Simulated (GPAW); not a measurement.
# 3d dopants in MoS2: moments across the series

One cation of MoS2 is replaced by one 3d element after another. What moment does each carry?

Calculated with GPAW 26.7.0; PBE; plane waves with GPAW's PAW setups, scalar-relativistic.

## (1) Starting point

The cell holds 27 atoms: 1 Ti, 18 S and 8 Mo. Its edges and angles: a = 9.480 Å, b = 9.480 Å, c = 16.130 Å, α = 90.0°, β = 90.0°, γ = 120.0°. Model cell: substitutional dopants on the host's lattice, its constants typed without a cited source, atoms not relaxed. Vacuum lies along c.

This is the first member shown.

## (2) The first member

This run shows input and output; the others differ as the table says.

The input, order1.py:

```python
import json
import numpy as np
from ase import Atoms
from ase.parallel import paropen, parprint
from gpaw import GPAW

atoms = Atoms(['Ti', 'S', 'S', 'Mo', 'S', 'S', 'Mo', 'S', 'S', 'Mo', 'S', 'S', 'Mo', 'S', 'S', 'Mo', 'S', 'S', 'Mo', 'S', 'S', 'Mo', 'S', 'S', 'Mo', 'S', 'S'],
    cell=[[9.48, 0.0, 0.0],
         [-4.74, 8.209921, 0.0],
         [0.0, -0.0, 16.13]],
    scaled_positions=[[0.0, 0.0, 0.5],
         [0.222222, 0.111111, 0.597024],
         [0.222222, 0.111111, 0.402976],
         [0.0, 0.333333, 0.5],
         [0.222222, 0.444444, 0.597024],
         [0.222222, 0.444444, 0.402976],
         [0.0, 0.666667, 0.5],
         [0.222222, 0.777778, 0.597024],
         [0.222222, 0.777778, 0.402976],
         [0.333333, 0.0, 0.5],
         [0.555556, 0.111111, 0.597024],
         [0.555556, 0.111111, 0.402976],
         [0.333333, 0.333333, 0.5],
         [0.555556, 0.444444, 0.597024],
         [0.555556, 0.444444, 0.402976],
         [0.333333, 0.666667, 0.5],
         [0.555556, 0.777778, 0.597024],
         [0.555556, 0.777778, 0.402976],
         [0.666667, 0.0, 0.5],
         [0.888889, 0.111111, 0.597024],
         [0.888889, 0.111111, 0.402976],
         [0.666667, 0.333333, 0.5],
         [0.888889, 0.444444, 0.597024],
         [0.888889, 0.444444, 0.402976],
         [0.666667, 0.666667, 0.5],
         [0.888889, 0.777778, 0.597024],
         [0.888889, 0.777778, 0.402976]],
    pbc=True,
    magmoms=[1.0, 0.0, 0.0, 0.0, 0.0, 0.0, 0.0, 0.0, 0.0, 0.0, 0.0, 0.0, 0.0, 0.0, 0.0, 0.0, 0.0, 0.0, 0.0, 0.0, 0.0, 0.0, 0.0, 0.0, 0.0, 0.0, 0.0])
atoms.calc = GPAW(mode={'name': 'pw', 'ecut': 450},
    xc='PBE',
    kpts={'size': (4, 4, 1), 'gamma': True},
    occupations={'name': 'fermi-dirac', 'width': 0.05},
    convergence={'density': 1e-05, 'energy': 1e-05},
    maxiter=200,
    mixer={'name': 'pulay', 'beta': 0.05, 'nmaxold': 6, 'weight': 50},
    symmetry={'tolerance': 1e-4},
    txt='order1.txt')
e = atoms.get_potential_energy(force_consistent=True)
res = {'free_energy': e, 'energy_sigma0': atoms.get_potential_energy(), 'fermi_energy': atoms.calc.get_fermi_level()}
res['moments'] = atoms.get_magnetic_moments().tolist()
res['total'] = atoms.get_magnetic_moment()
parprint('site moments (muB):', np.round(res['moments'], 3))
parprint(f"total moment: {res['total']:.3f} muB")
parprint(f'free energy: {e:.6f} eV')
atoms.calc.write('order1.gpw')
with paropen('results.json', 'w') as f:
    json.dump(res, f)
```

Started as:

```bash
OMP_NUM_THREADS=1 mpirun -n 4 gpaw python order1.py > order1.log
```

Numbers of over 12 decimals in the logs are rounded to 6 here.

What it wrote:

```text
site moments (muB): [-0.  0.  0. -0. -0. -0. -0. -0. -0. -0. -0. -0. -0. -0. -0. -0. -0. -0.
 -0.  0.  0. -0. -0. -0. -0.  0.  0.]
total moment: -0.002 muB
free energy: -194.113773 eV

--- order1.txt ---
Input parameters:
  mode=PW(ecut=450),
  convergence={'density': 1e-05, 'energy': 1e-05},
  kpts=MonkhorstPack(size=(4, 4, 1), gamma=True),
  maxiter=200,
  mixer=Pulay(name='pulay', nmaxold=6, beta=0.05, weight=50, sigma=0.015, g_ss=None),
  occupations=Occupations(name='fermi-dirac', width=0.05),
  symmetry=Symmetry(tolerance=0.0001),
  xc=XC(name='PBE')

Diagonalizing LCAO Hamiltonian
Converting LCAO to pw mode

               S      S       S
                 S       S      S
          Mo      Mo      Mo
                   S       S       S
             MoS    MoS     MoS
               TiS     MoS    MoS

                   S       S       S

Atoms  # Å, Bohr magnetons
|    | symbol |         x |        y |        z |    initial magnetic moments |
|----|--------|-----------|----------|----------|-----------------------------|
|  0 |     Ti |  0.000000 | 0.000000 | 8.065000 | ( 0.0000,  0.0000,  1.0000) |
|  1 |      S |  1.579998 | 0.912213 | 9.629997 | ( 0.0000,  0.0000,  0.0000) |
|  2 |      S |  1.579998 | 0.912213 | 6.500003 | ( 0.0000,  0.0000,  0.0000) |
|  3 |     Mo | -1.579998 | 2.736638 | 8.065000 | ( 0.0000,  0.0000,  0.0000) |
|  4 |      S | -0.000000 | 3.648850 | 9.629997 | ( 0.0000,  0.0000,  0.0000) |
|  5 |      S | -0.000000 | 3.648850 | 6.500003 | ( 0.0000,  0.0000,  0.0000) |
|  6 |     Mo | -3.160002 | 5.473283 | 8.065000 | ( 0.0000,  0.0000,  0.0000) |
[...]
Zero:             -1.364698
  External:          0.000000
  Xc:             -143.890476
  Entropy:          -0.108831
  Spinorbit:         0.000000
  ----------------------------
  Free energy:    -194.113773
  Extrapolated:   -194.059358

dipole moment: (-19.026976, -105.838856, 0.000039)  # |e|*Ang

Total magnetic moment: (0.000000, 0.000000, -0.002180)

Local magnetic moments
|        x |        y |         z |
|----------|----------|-----------|
| 0.000000 | 0.000000 | -0.000460 |  # Ti   0
| 0.000000 | 0.000000 |  0.000010 |  # S    1
| 0.000000 | 0.000000 |  0.000010 |  # S    2
| 0.000000 | 0.000000 | -0.000074 |  # Mo   3
| 0.000000 | 0.000000 | -0.000023 |  # S    4
[...]
| 0.000000 | 0.000000 | -0.000008 |  # S   23
| 0.000000 | 0.000000 | -0.000074 |  # Mo  24
| 0.000000 | 0.000000 |  0.000010 |  # S   25
| 0.000000 | 0.000000 |  0.000010 |  # S   26

Fermi level: -0.734
Eigenvalues  # (at kpt = [0.000, 0.000, 0.000])
| band index |      eig [eV] | occ [0-1] |      eig [eV] | occ [0-1] |
|------------|---------------|-----------|---------------|-----------|
|          0 |       -61.777 |     1.000 |       -61.777 |     1.000 |
|        ... |               |           |               |           |
|        106 |        -1.907 |     1.000 |        -1.907 |     1.000 |
|        107 |        -1.907 |     1.000 |        -1.907 |     1.000 |
|        108 |        -1.837 |     1.000 |        -1.837 |     1.000 |
|        109 |        -1.823 |     1.000 |        -1.823 |     1.000 |
[...]
|        119 |         1.395 |     0.000 |         1.395 |     0.000 |
|        120 |         1.397 |     0.000 |         1.397 |     0.000 |
|        121 |         1.397 |     0.000 |         1.397 |     0.000 |
|        ... |               |           |               |           |
|        143 |         2.841 |     0.000 |         2.841 |     0.000 |

No gap
No difference between direct/indirect transitions

[key lines of the parts left out:]
Converged in 45 steps
```

Wall time 18 min (4 MPI ranks of Arm Neoverse V1, shared host); peak memory 3.6 GiB.

After 45 cycles the seed has died away: no moment is left.

## (3) The series

All use a 4×4×1 mesh. Each dopant starts with a moment; a run without spin polarisation gives the energy that the moment gains.

| dopant | moment in its sphere (μB) | net moment (μB a cell) | largest moment elsewhere (μB) | gain by spin polarisation (meV) |
| --- | --- | --- | --- | --- |
| Ti | -0.00 | 0.00 | -0.00 | -0 |
| V | +0.01 | 0.02 | +0.00 | -0 |
| Cr | -0.00 | 0.00 | +0.00 | -0 |
| Mn | +1.31 | 1.00 | -0.02 | 91 |
| Co | +1.66 | 2.99 | +0.09 | 281 |
| Ni | +1.24 | 3.94 | +0.15 | 192 |
| Cu | -0.00 | 0.00 | +0.00 | -0 |

## (4) Outcome

| Item | Value |
| --- | --- |
| largest net moment | 3.94 μB (Ni) |
| within 0.02 of a whole number of μB | Mn 1.00, Co 2.99 |
| no settled moment | Ti, V, Cr, Cu |

What this shows: The net moment is largest for Ni, 3.94 μB, and vanishes or is a mere residue for Ti, V, Cr and Cu. Mn and Co give a whole number of μB, as a fixed count of unpaired electrons does. Each dopant had one start, so another spin state can lie lower; in so small a cell the dopant levels widen into bands, and with the smearing this can quench a moment. The atoms were not relaxed, which can shift moments and couplings. Trends hold for the rows shown; the series may have further members. Spin–orbit coupling is left out.

[Logs and program files are shortened in this print: banners, set-up blocks, solver, clock and traceback lines can be left out without a mark of their own.]

[Logs are printed without paths, hosts, clocks, repeated set-up lines and the standing remarks that a program may print on its own settings, such as how far it seeks lower states.]

[Hosts, paths, dates, database ids (printed as entryN), source tags and the programs' standing remarks are cut or masked in the printed files.]

[Where a cell is said to come from a database of computed structures, the database is the Materials Project.]
